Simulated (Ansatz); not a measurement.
# TlSe3F (built on the sites of a database entry of TlIO3): a soft mode frozen in, part 2 of 2

Which phase does TlSe3F (built on the sites of a database entry of TlIO3) fall into along its unstable mode, and how much energy does it gain?

Ansatz 0.2.0; DFT PBEsol, scalar-relativistic, plane waves, PAW.

So far, highest frequency on the path or at a solved wavevector (cm⁻¹): step 2 (the dispersion) 310. Also lowest frequency on the path (cm⁻¹): step 2 -52.3.

The structure was built from a prototype and need not be the compound's stable phase.

**5. Energy along the mode, all amplitudes (two of the runs are shown above)**

An imaginary frequency means negative curvature, so the energy should fall and then rise again as anharmonic terms take over.

This step gave:

```yaml
depth_at_the_lowest_point_sampled: 3.8 meV/atom
largest_atomic_shift_at_that_point: 0.45 Å
```

Energy from the parent against largest atomic shift:

```
largest atomic shift (Å)  energy from the parent (meV/atom)
                   0.000                                  0
                   0.040                             -0.053
                   0.080                             -0.212
                   0.140                             -0.631
                   0.220                              -1.46
                   0.320                              -2.69
                   0.450                               -3.8
                   0.600                              -2.17
```

Displacement at unit largest shift by atom:

| atom | x (Å) | y (Å) | z (Å) | size |
| --- | --- | --- | --- | --- |
| Tl1 | 0.08 | 0.00 | 0.00 | 0.08 |
| Tl2 | -0.08 | 0.00 | 0.00 | 0.08 |
| F3 | -1.00 | 0.00 | 0.00 | 1.00 |
| F4 | 1.00 | 0.00 | 0.00 | 1.00 |
| Se5 | -0.05 | -0.01 | -0.24 | 0.24 |
| Se6 | 0.05 | 0.01 | 0.24 | 0.24 |
| Se7 | -0.05 | 0.01 | 0.24 | 0.24 |
| Se8 | 0.05 | -0.01 | -0.24 | 0.24 |
| Se9 | -0.22 | 0.00 | 0.00 | 0.22 |
| Se10 | 0.22 | 0.00 | 0.00 | 0.22 |

The lowest of the steps tried is at 0.45 Å, 3.8 meV/atom below the parent; the bottom of the well need not coincide with a step.

**6. Relaxation from the frozen mode**

Starting from the lowest point found, all atoms and the cell are let go, so that strain and other modes of the same symmetry can join in.

File input.yaml:

```yaml
crystal:
  lattice:
    - [3.4285232222, 1.9794570636, 2.961194869]
    - [-3.4285232222, 1.9794570636, 2.961194869]
    - [0.0, -7.9178387042, 5.9223827528]
  atoms:
    - { symbol: Tl, position: [0.9006652011, 0.890281033, 0.4477365585] }
    - { symbol: Tl, position: [0.890281033, 0.9006652011, 0.9477365585] }
    - { symbol: F, position: [0.5612663555, 0.6925182009, 0.3134461391] }
    - { symbol: F, position: [0.6925182009, 0.5612663555, 0.8134461391] }
    - { symbol: Se, position: [0.021716367, 0.3796979243, 0.1888783261] }
    - { symbol: Se, position: [0.0527711819, 0.3983929161, 0.7001670941] }
    - { symbol: Se, position: [0.3983929161, 0.0527711819, 0.2001670941] }
    - { symbol: Se, position: [0.3796979243, 0.021716367, 0.6888783261] }
    - { symbol: Se, position: [0.374554522, 0.4035363185, 0.0186218872] }
    - { symbol: Se, position: [0.4035363185, 0.374554522, 0.5186218872] }
kpoints:
  mp_grid: { grid: [6, 6, 4] }
hamiltonian:
  xc: pbesol
scf:
  occupations: { method: fixed }
output:
  forces: true
  stress: true
  eigenvalues: true
relax:
  adjacent_minimum: "off"
  f_tol: 0.002
  max_steps: 120
  cell: { stress_tol: 0.03 }
```

Launch:

```sh
ansatz run input.yaml --threads 8 --pin off --max-ram 14336MiB --backend cpu --events-out ev --progress --plain --runs-dir out
```

Numbers of over 12 decimals in the logs are rounded to 6 here.

Log:

```text
[...]
Crystal: 10 atoms, lattice volume = 241.158 Å³
Basis set: ecut = 420 eV, 4731 PW (Γ), exchange–correlation on 72×72×144 points (8 copies of the dense FFT grid, shifted against one another)
Bands: 82, of which v1, the nominal top of the filled ones, is band 68 counted from 1 (67 counted from 0)
Symmetry: 2 space group operations
[...]
k-points: 47 of 144 (time reversal used)
[...]
SCF iter   1: F=—  HF=-56735.234843 eV  |F-HF|=—  |Δ(HF+E_count)|=         —  Δρ=1.27e-2  dr2=3.45e-1  ethr=1.77e-3  ⟨swp⟩=4.1  Hψ=12455  notcnv=0  defer=564
[...]
SCF iter   8: F=-56735.158554 eV  HF=-56735.158554 eV  |F-HF|=3.50e-8  |Δ(HF+E_count)|=   1.52e-7  Δρ=5.49e-6  dr2=8.86e-8  ethr=7.35e-11  ⟨swp⟩=11.3  Hψ=20284  notcnv=0
SCF 1 converged in 8 iterations: F = -56735.158554 eV  dr2 = 8.86e-8
[...]
relax step   1: F+E_penalty+E_count = -56735.15855443 eV  Δ(F+E_penalty+E_count) = +0.000e0 eV  max|allowed force component| = 1.362e-1 eV/Å  Δτ_max = 0.0000 Å  P = +0.563 GPa  Ω = 241.158 Å³  (8 SCF iters, dr2 threshold 1.00e-7 eV, accepted)
Crystal: 10 atoms, lattice volume = 240.717 Å³
[...]
iter 1 solved again at ethr=3.45e-4 eV; its pass at ethr=3.10e-3 eV (dr2=4.69e-1 eV) is discarded
[...]
SCF iter   8: F=-56735.239694 eV  HF=-56735.239694 eV  |F-HF|=1.25e-8  |Δ(HF+E_count)|=   6.54e-7  Δρ=7.08e-6  dr2=1.31e-7  ethr=7.35e-10  ⟨swp⟩=11.0  Hψ=20467  notcnv=0
SCF 2 converged in 8 iterations: F = -56735.239694 eV  dr2 = 1.31e-7
[...]
relax step   2: F+E_penalty+E_count = -56735.23969376 eV  Δ(F+E_penalty+E_count) = -8.114e-2 eV  max|allowed force component| = 1.134e-1 eV/Å  Δτ_max = 0.1327 Å  P = +0.152 GPa  Ω = 240.717 Å³  energy of the carried Pulay correction = +3.489e-4 eV  (8 SCF iters, dr2 threshold 1.00e-6 eV, accepted)
Crystal: 10 atoms, lattice volume = 242.360 Å³
Basis set: ecut = 420 eV, 4759 PW (Γ), exchange–correlation on 72×72×144 points (8 copies of the dense FFT grid, shifted against one another)
[...]
SCF iter   8: F=-56735.336586 eV  HF=-56735.336586 eV  |F-HF|=3.60e-7  |Δ(HF+E_count)|=   2.51e-7  Δρ=1.63e-5  dr2=7.38e-7  ethr=5.91e-10  ⟨swp⟩=10.3  Hψ=24766  notcnv=0
SCF 3 converged in 8 iterations: F = -56735.336586 eV  dr2 = 7.38e-7
relax step   3: F+E_penalty+E_count = -56735.33658603 eV  Δ(F+E_penalty+E_count) = -9.689e-2 eV  max|allowed force component| = 1.861e-1 eV/Å  Δτ_max = 0.1933 Å  P = -0.409 GPa  Ω = 242.360 Å³  energy of the carried Pulay correction = -9.470e-4 eV  (8 SCF iters, dr2 threshold 8.04e-7 eV, accepted)
[... from here on, the SCF cycles and remarks between the steps are left out ...]
relax step   4: F+E_penalty+E_count = -56735.44568953 eV  Δ(F+E_penalty+E_count) = -1.091e-1 eV  max|allowed force component| = 1.757e-1 eV/Å  Δτ_max = 0.1923 Å  P = -0.482 GPa  Ω = 242.801 Å³  energy of the carried Pulay correction = -1.293e-3 eV  (8 SCF iters, dr2 threshold 1.00e-6 eV, accepted)
relax step   5: F+E_penalty+E_count = -56735.53779660 eV  Δ(F+E_penalty+E_count) = -9.211e-2 eV  max|allowed force component| = 3.118e-1 eV/Å  Δτ_max = 0.1957 Å  P = +0.132 GPa  Ω = 242.820 Å³  energy of the carried Pulay correction = -1.308e-3 eV  (9 SCF iters, dr2 threshold 1.00e-6 eV, accepted)
relax step   6: F+E_penalty+E_count = -56735.65009506 eV  Δ(F+E_penalty+E_count) = -1.123e-1 eV  max|allowed force component| = 4.523e-1 eV/Å  Δτ_max = 0.1936 Å  P = +0.261 GPa  Ω = 244.845 Å³  energy of the carried Pulay correction = -2.890e-3 eV  (9 SCF iters, dr2 threshold 1.00e-6 eV, accepted)
relax step   7: F+E_penalty+E_count = -56735.78507100 eV  Δ(F+E_penalty+E_count) = -1.350e-1 eV  max|allowed force component| = 3.769e-1 eV/Å  Δτ_max = 0.1910 Å  P = +0.168 GPa  Ω = 246.679 Å³  energy of the carried Pulay correction = -4.312e-3 eV  (8 SCF iters, dr2 threshold 1.00e-6 eV, accepted)
relax step   8: F+E_penalty+E_count = -56735.89913732 eV  Δ(F+E_penalty+E_count) = -1.141e-1 eV  max|allowed force component| = 1.943e-1 eV/Å  Δτ_max = 0.1946 Å  P = +0.263 GPa  Ω = 248.963 Å³  energy of the carried Pulay correction = -6.067e-3 eV  (8 SCF iters, dr2 threshold 1.00e-6 eV, accepted)
relax step   9: F+E_penalty+E_count = -56735.93369950 eV  Δ(F+E_penalty+E_count) = -3.456e-2 eV  max|allowed force component| = 3.583e-1 eV/Å  Δτ_max = 0.1360 Å  P = +0.091 GPa  Ω = 251.925 Å³  energy of the carried Pulay correction = -8.319e-3 eV  (9 SCF iters, dr2 threshold 1.00e-6 eV, accepted)
relax step  10: F+E_penalty+E_count = -56735.98203785 eV  Δ(F+E_penalty+E_count) = -4.834e-2 eV  max|allowed force component| = 5.217e-1 eV/Å  Δτ_max = 0.1772 Å  P = -0.252 GPa  Ω = 253.268 Å³  energy of the carried Pulay correction = -9.331e-3 eV  (9 SCF iters, dr2 threshold 1.00e-6 eV, accepted)
relax step  11: F+E_penalty+E_count = -56736.31004302 eV  Δ(F+E_penalty+E_count) = -3.280e-1 eV  max|allowed force component| = 6.933e-1 eV/Å  Δτ_max = 0.1947 Å  P = +0.265 GPa  Ω = 253.640 Å³  energy of the carried Pulay correction = -9.610e-3 eV  (9 SCF iters, dr2 threshold 1.00e-6 eV, accepted)
relax step  12: F+E_penalty+E_count = -56736.58664733 eV  Δ(F+E_penalty+E_count) = -2.766e-1 eV  max|allowed force component| = 8.432e-1 eV/Å  Δτ_max = 0.1932 Å  P = +0.358 GPa  Ω = 253.303 Å³  energy of the carried Pulay correction = -9.357e-3 eV  (9 SCF iters, dr2 threshold 1.00e-6 eV, accepted)
relax step  13: F+E_penalty+E_count = -56736.70458536 eV  Δ(F+E_penalty+E_count) = -1.179e-1 eV  max|allowed force component| = 1.038e0 eV/Å  Δτ_max = 0.1947 Å  P = -2.187 GPa  Ω = 254.006 Å³  energy of the carried Pulay correction = -9.885e-3 eV  (9 SCF iters, dr2 threshold 1.00e-6 eV, accepted)
relax step  14: F+E_penalty+E_count = -56737.06236760 eV  Δ(F+E_penalty+E_count) = -3.578e-1 eV  max|allowed force component| = 2.899e-1 eV/Å  Δτ_max = 0.2000 Å  P = -0.589 GPa  Ω = 251.786 Å³  energy of the carried Pulay correction = -8.214e-3 eV  (9 SCF iters, dr2 threshold 1.00e-6 eV, accepted)
relax step  15: F+E_penalty+E_count = -56737.12344749 eV  Δ(F+E_penalty+E_count) = -6.108e-2 eV  max|allowed force component| = 4.521e-1 eV/Å  Δτ_max = 0.1945 Å  P = +0.520 GPa  Ω = 243.264 Å³  energy of the carried Pulay correction = -1.656e-3 eV  (8 SCF iters, dr2 threshold 1.00e-6 eV, accepted)
[...]
relax step  56: F+E_penalty+E_count = -56737.45706440 eV  Δ(F+E_penalty+E_count) = -3.006e-5 eV  max|allowed force component| = 2.384e-3 eV/Å  Δτ_max = 0.0014 Å  P = +0.003 GPa  Ω = 241.781 Å³  energy of the carried Pulay correction = -7.754e-4 eV  (6 SCF iters, dr2 threshold 1.40e-9 eV, accepted)
relax step  57: F+E_penalty+E_count = -56737.45711490 eV  Δ(F+E_penalty+E_count) = -5.050e-5 eV  max|allowed force component| = 1.530e-3 eV/Å  Δτ_max = 0.0048 Å  P = -0.005 GPa  Ω = 241.733 Å³  energy of the carried Pulay correction = -7.367e-4 eV  (8 SCF iters, dr2 threshold 3.55e-10 eV, accepted)
relax step  58: F+E_penalty+E_count = -56737.45714106 eV  Δ(F+E_penalty+E_count) = -2.617e-5 eV  max|allowed force component| = 1.947e-3 eV/Å  Δτ_max = 0.0025 Å  P = -0.000 GPa  Ω = 241.702 Å³  energy of the carried Pulay correction = -7.129e-4 eV  (8 SCF iters, accepted)
relax step  59: F+E_penalty+E_count = -56737.45930762 eV  Δ(F+E_penalty+E_count) = -2.167e-3 eV  max|allowed force component| = 1.948e-3 eV/Å  Δτ_max = 0.0000 Å  P = +0.010 GPa  Ω = 241.702 Å³  stress off target by 6.13e-2 GPa  SCF on the basis re-selected at this cell (its energy is not comparable with the rows above)  (8 SCF iters)
relax step  60: F+E_penalty+E_count = -56737.45939569 eV  Δ(F+E_penalty+E_count) = -8.807e-5 eV  max|allowed force component| = 4.606e-3 eV/Å  Δτ_max = 0.0025 Å  P = +0.002 GPa  Ω = 241.718 Å³  energy of the carried Pulay correction = -1.581e-5 eV  (6 SCF iters, dr2 threshold 9.40e-9 eV, accepted)
relax step  61: F+E_penalty+E_count = -56737.45902685 eV  Δ(F+E_penalty+E_count) = +3.688e-4 eV  max|allowed force component| = 2.168e-2 eV/Å  Δτ_max = 0.0182 Å  P = +0.007 GPa  Ω = 241.816 Å³  energy of the carried Pulay correction = -1.113e-4 eV  (8 SCF iters, dr2 threshold 4.25e-9 eV, rejected (line search))
relax step  62: F+E_penalty+E_count = -56737.45944874 eV  Δ(F+E_penalty+E_count) = -5.305e-5 eV  max|allowed force component| = 1.351e-2 eV/Å  Δτ_max = 0.0071 Å  P = -0.001 GPa  Ω = 241.824 Å³  energy of the carried Pulay correction = -1.056e-4 eV  (10 SCF iters, accepted)
relax step  63: F+E_penalty+E_count = -56737.45931376 eV  Δ(F+E_penalty+E_count) = +1.350e-4 eV  max|allowed force component| = 1.757e-2 eV/Å  Δτ_max = 0.0168 Å  P = -0.019 GPa  Ω = 241.875 Å³  energy of the carried Pulay correction = -1.556e-4 eV  (8 SCF iters, dr2 threshold 1.14e-8 eV, rejected (line search))
relax step  64: F+E_penalty+E_count = -56737.45963837 eV  Δ(F+E_penalty+E_count) = -1.896e-4 eV  max|allowed force component| = 1.986e-3 eV/Å  Δτ_max = 0.0101 Å  P = -0.001 GPa  Ω = 241.757 Å³  energy of the carried Pulay correction = -5.863e-5 eV  (10 SCF iters, accepted)
relax step  65: F+E_penalty+E_count = -56737.45964921 eV  Δ(F+E_penalty+E_count) = -1.084e-5 eV  max|allowed force component| = 6.574e-3 eV/Å  Δτ_max = 0.0108 Å  P = +0.009 GPa  Ω = 241.711 Å³  energy of the carried Pulay correction = -2.370e-5 eV  (9 SCF iters, rejected (line search))
relax step  66: F+E_penalty+E_count = -56737.45967368 eV  Δ(F+E_penalty+E_count) = -3.531e-5 eV  max|allowed force component| = 1.335e-3 eV/Å  Δτ_max = 0.0053 Å  P = -0.001 GPa  Ω = 241.742 Å³  energy of the carried Pulay correction = -4.663e-5 eV  (9 SCF iters, accepted)
relax step  67: F+E_penalty+E_count = -56737.45973209 eV  Δ(F+E_penalty+E_count) = -5.841e-5 eV  max|allowed force component| = 4.750e-3 eV/Å  Δτ_max = 0.0100 Å  P = +0.005 GPa  Ω = 241.666 Å³  energy of the carried Pulay correction = +1.620e-5 eV  (10 SCF iters, rejected (line search))
relax step  68: F+E_penalty+E_count = -56737.45972000 eV  Δ(F+E_penalty+E_count) = -4.631e-5 eV  max|allowed force component| = 2.192e-3 eV/Å  Δτ_max = 0.0049 Å  P = -0.003 GPa  Ω = 241.696 Å³  energy of the carried Pulay correction = -8.253e-6 eV  (9 SCF iters, accepted)
relax step  69: F+E_penalty+E_count = -56737.45973833 eV  Δ(F+E_penalty+E_count) = -1.833e-5 eV  max|allowed force component| = 3.484e-3 eV/Å  Δτ_max = 0.0095 Å  P = -0.001 GPa  Ω = 241.663 Å³  energy of the carried Pulay correction = +1.830e-5 eV  (8 SCF iters, dr2 threshold 3.00e-10 eV, rejected (line search))
relax step  70: F+E_penalty+E_count = -56737.45970283 eV  Δ(F+E_penalty+E_count) = +1.717e-5 eV  max|allowed force component| = 8.317e-3 eV/Å  Δτ_max = 0.0046 Å  P = -0.005 GPa  Ω = 241.692 Å³  energy of the carried Pulay correction = -5.596e-6 eV  (9 SCF iters, rejected (line search))
relax step  71: F+E_penalty+E_count = -56737.45972467 eV  Δ(F+E_penalty+E_count) = -4.676e-6 eV  max|allowed force component| = 3.975e-4 eV/Å  Δτ_max = 0.0022 Å  P = -0.001 GPa  Ω = 241.698 Å³  energy of the carried Pulay correction = -9.886e-6 eV  (9 SCF iters, accepted)
[...]
SCF iter   7: F=-56737.459798 eV  HF=-56737.459798 eV  |F-HF|=7.28e-12  |Δ(HF+E_count)|=  5.09e-11  Δρ=3.34e-8  dr2=3.06e-12  ethr=1.00e-12  ⟨swp⟩=10.6  Hψ=17714  notcnv=0
SCF 72 converged in 7 iterations: F = -56737.459798 eV  dr2 = 3.06e-12
relax step  72: F+E_penalty+E_count = -56737.45979769 eV  Δ(F+E_penalty+E_count) = -7.302e-5 eV  max|allowed force component| = 3.977e-4 eV/Å  Δτ_max = 0.0000 Å  P = -0.000 GPa  Ω = 241.698 Å³  stress off target by 9.83e-3 GPa  SCF on the basis re-selected at this cell (its energy is not comparable with the rows above)  (7 SCF iters)
[...]
SCF converged after 7 iterations
Free energy (F): -56737.459798 eV
[...]
Internal energy: -56737.459798 eV  (E = F + TS)
E sigma→0 (E₀):  -56737.459798 eV
Fermi energy:    6.500777 eV
[...]
--- Forces (eV/Å), atoms counted from 1 ---
  atom   1  Tl     0.00016831     0.00010022     0.00012474
  atom   2  Tl    -0.00016831     0.00010022     0.00012474
  atom   3  F     -0.00026068    -0.00014555    -0.00012205
  atom   4  F      0.00026068    -0.00014555    -0.00012205
  atom   5  Se    -0.00015512    -0.00009751    -0.00015988
  atom   6  Se     0.00039018     0.00039770    -0.00013437
  atom   7  Se    -0.00039018     0.00039770    -0.00013437
  atom   8  Se     0.00015512    -0.00009751    -0.00015988
  atom   9  Se     0.00017303    -0.00025475     0.00029166
  atom  10  Se    -0.00017303    -0.00025475     0.00029166
  max |Σ_I F_I| component: 2.45e-7 eV/Å
--- Stress (GPa, compression-positive) ---
       -0.003357      -0.000000      -0.000000
       -0.000000       0.003350      -0.008116
       -0.000000      -0.008116      -0.000324
  P = ⅓ Tr σ = -0.0001 GPa (-0.001 kbar)
--- Band table (eV; the first three rows and the last of 47) ---
  k-point 0: bands = [... 64 lower, 5.3963, 5.5842, 5.9618, 6.0551, 8.6391, 8.6821, 9.3119, 9.3411, ... 10 higher]
  k-point 1: bands = [... 64 lower, 5.4146, 5.5367, 5.9769, 6.0471, 8.6518, 8.6812, 9.3132, 9.3243, ... 10 higher]
  k-point 2: bands = [... 64 lower, 5.4652, 5.4652, 6.0156, 6.0156, 8.6728, 8.6728, 9.3065, 9.3065, ... 10 higher]
  k-point 46: bands = [... 64 lower, 5.9314, 5.9314, 6.4986, 6.4986, 8.6431, 8.6431, 9.2908, 9.2908, ... 10 higher]
--- Relaxed structure (68 steps of the walk, 58 accepted, 4 SCFs on fresh bases) ---
  F+E_penalty+E_count = -56737.45979769 eV   max|allowed force component| = 3.977e-4 eV/Å   (the final SCF, on the basis selected at the relaxed cell)
  cell:  # Å, volume = 241.6977 Å³
    - [3.526482, 1.234605, 2.662432]
    - [-3.526482, 1.234605, 2.662432]
    - [0, -9.109238, 8.112903]
  atoms:
    - { symbol: Tl, position: [1.034881, 0.881089, 0.410839] }
    - { symbol: Tl, position: [0.881089, 1.034881, 0.910839] }
    - { symbol: F, position: [0.417683, 0.608232, 0.361173] }
    - { symbol: F, position: [0.608232, 0.417683, 0.861173] }
    - { symbol: Se, position: [-0.176417, 0.536092, 0.199765] }
    - { symbol: Se, position: [0.179483, 0.457729, 0.650598] }
    - { symbol: Se, position: [0.457729, 0.179483, 0.150598] }
    - { symbol: Se, position: [0.536092, -0.176417, 0.699765] }
    - { symbol: Se, position: [0.221136, 0.515491, 0.046475] }
    - { symbol: Se, position: [0.515491, 0.221136, 0.546475] }
```

It took 4.4 min on 8 threads of AMD EPYC 9R45, shared host; peak memory 1.8 GiB; 34 min of CPU time.

Step by step (22 of 72):

| step | energy less that of the first step (eV) | largest force component (eV/Å) | pressure (GPa) | volume (Å³) |
| --- | --- | --- | --- | --- |
| 1 | 0.0000 | 0.1362 | 0.56 | 241.16 |
| 4 | -0.2871 | 0.1757 | -0.48 | 242.80 |
| 8 | -0.7406 | 0.1943 | 0.26 | 248.96 |
| 11 | -1.1515 | 0.6933 | 0.26 | 253.64 |
| 15 | -1.9649 | 0.4521 | 0.52 | 243.26 |
| 18 | -2.1221 | 0.0509 | -0.10 | 240.29 |
| 21 | -2.1470 | 0.0351 | -0.03 | 238.55 |
| 25 | -2.1494 | 0.0037 | -0.01 | 237.83 |
| 28* | -2.2285 | 0.0020 | 0.43 | 237.75 |
| 31 | -2.1325 | 1.0302 | 1.48 | 243.48 |
| 35 | -2.2704 | 0.0319 | 0.03 | 242.04 |
| 38 | -2.2742 | 0.0173 | -0.04 | 241.23 |
| 42 | -2.2757 | 0.0063 | 0.01 | 240.69 |
| 45 | -2.2756 | 0.0014 | 0.00 | 240.95 |
| 48 | -2.2957 | 0.0235 | 0.02 | 242.33 |
| 52 | -2.2982 | 0.0089 | -0.01 | 241.94 |
| 55 | -2.2985 | 0.0047 | 0.01 | 241.81 |
| 58 | -2.2986 | 0.0019 | 0.00 | 241.70 |
| 62 | -2.3009 | 0.0135 | 0.00 | 241.82 |
| 65 | -2.3011 | 0.0066 | 0.01 | 241.71 |
| 69 | -2.3012 | 0.0035 | 0.00 | 241.66 |
| 72* | -2.3012 | 0.0004 | 0.00 | 241.70 |

Relaxation steps marked * repeat the geometry before them on a plane-wave basis chosen anew for their cell, so energy and pressure can jump there. Other such steps can lie between the rows shown. Relaxation steps 31, 34, 37, 49, 61, 63, 65, 67 and 2 more were tried and not accepted.

The run keeps the 2 symmetry operations that it works with, so distortions that break them were not tested.

| cell as run | before | after | change |
| --- | --- | --- | --- |
| a (Å) | 4.944 | 4.588 | -7.2 % |
| b (Å) | 4.944 | 4.588 | -7.2 % |
| c (Å) | 9.888 | 12.198 | +23.4 % |
| α (°) | 87.81 | 79.34 | -9.7 % |
| β (°) | 87.81 | 79.34 | -9.7 % |
| γ (°) | 87.81 | 100.47 | +14.4 % |
| volume (Å³/atom) | 24.12 | 24.17 | +0.2 % |

The atoms that moved most (Å, as changes of fractional coordinates times the final cell):

| atom | dx | dy | dz | length |
| --- | --- | --- | --- | --- |
| Se5 | -1.250 | -0.151 | -0.023 | 1.259 |
| Se8 | 1.250 | -0.151 | -0.023 | 1.259 |
| Se10 | 0.936 | -0.305 | 0.116 | 0.991 |
| Se9 | -0.936 | -0.305 | 0.116 | 0.991 |
| F3 | -0.209 | -0.716 | -0.219 | 0.778 |
| F4 | 0.209 | -0.716 | -0.219 | 0.778 |
| Se7 | -0.238 | 0.681 | 0.093 | 0.727 |
| Se6 | 0.238 | 0.681 | 0.093 | 0.727 |

The relaxed structure:

```xyz
10
Lattice="3.5265 1.2346 2.6624 -3.5265 1.2346 2.6624 0.0000 -9.1092 8.1129" Properties=species:S:1:pos:R:3 pbc="T T T"
Tl    0.5423   -1.3770    8.4342
Tl   -0.5423   -5.9316   12.4907
F    -0.6720   -2.0234    5.6616
F     0.6720   -6.5780    9.7180
Se   -2.5127   -1.3757    2.5783
Se   -0.9812   -5.1397    6.9748
Se    0.9812   -0.5851    2.9183
Se    2.5127   -5.9303    6.6347
Se   -1.0380    0.4861    2.3383
Se    1.0380   -4.0685    6.3947
```

This step gave:

* pressure: -1.10e-4 GPa
* gap on the k-mesh: 1.116 eV
* volume per atom: 24.17 Å³

The distorted start has space group Cc; the relaxation ends in Cc.

**7. Outcome**

```json
{
  "unstable mode of the parent": "q = (0, 0, -0.5), 52i cm⁻¹",
  "depth at the lowest point sampled": "3.8 meV/atom",
  "largest atomic shift at that point": "0.45 Å",
  "space group reached (within 0.01 Å)": "Cc",
  "energy gained over the parent (first relaxation, on the mesh of the frozen mode)": "234 meV/atom",
  "volume per atom, phase reached": "24.2 Å³",
  "gap on the k-mesh, phase reached": "1.12 eV"
}
```

In words: From this start the structure relaxes into Cc, 234 meV/atom below the parent. At the parent's cell the well is 3.8 meV/atom deep on the steps tried, with its lowest point at a shift of 0.45 Å. Relaxing atoms and cell changes the gain by +230.12 meV/atom against the lowest step (energies at zero smearing). Most of the total comes from this relaxation. The frozen pattern makes up only 20 % of the final shifts of the atoms, so other modes or strain give most of the change. The modes of the phase reached were not computed on this path. Of the 2 patterns followed to their end from this parent, this one reaches the lowest energy. Each path keeps the symmetry of its pattern, so a lower phase may lie along a pattern not tried. The program warns that the interpolation holds no quadrupole term, so branches close to Γ can be off in this crystal. Spin-orbit coupling is left out, which can matter for the heavy elements here. The starting cell was built on a prototype and not taken from a measurement, so the phase need not exist.

[Logs are printed without paths, hosts, clocks, repeated set-up lines and the standing remarks that a program may print on its own settings, such as how far it seeks lower states.]

[Hosts, paths, dates, database ids (printed as entryN), source tags and the programs' standing remarks are cut or masked in the printed files.]
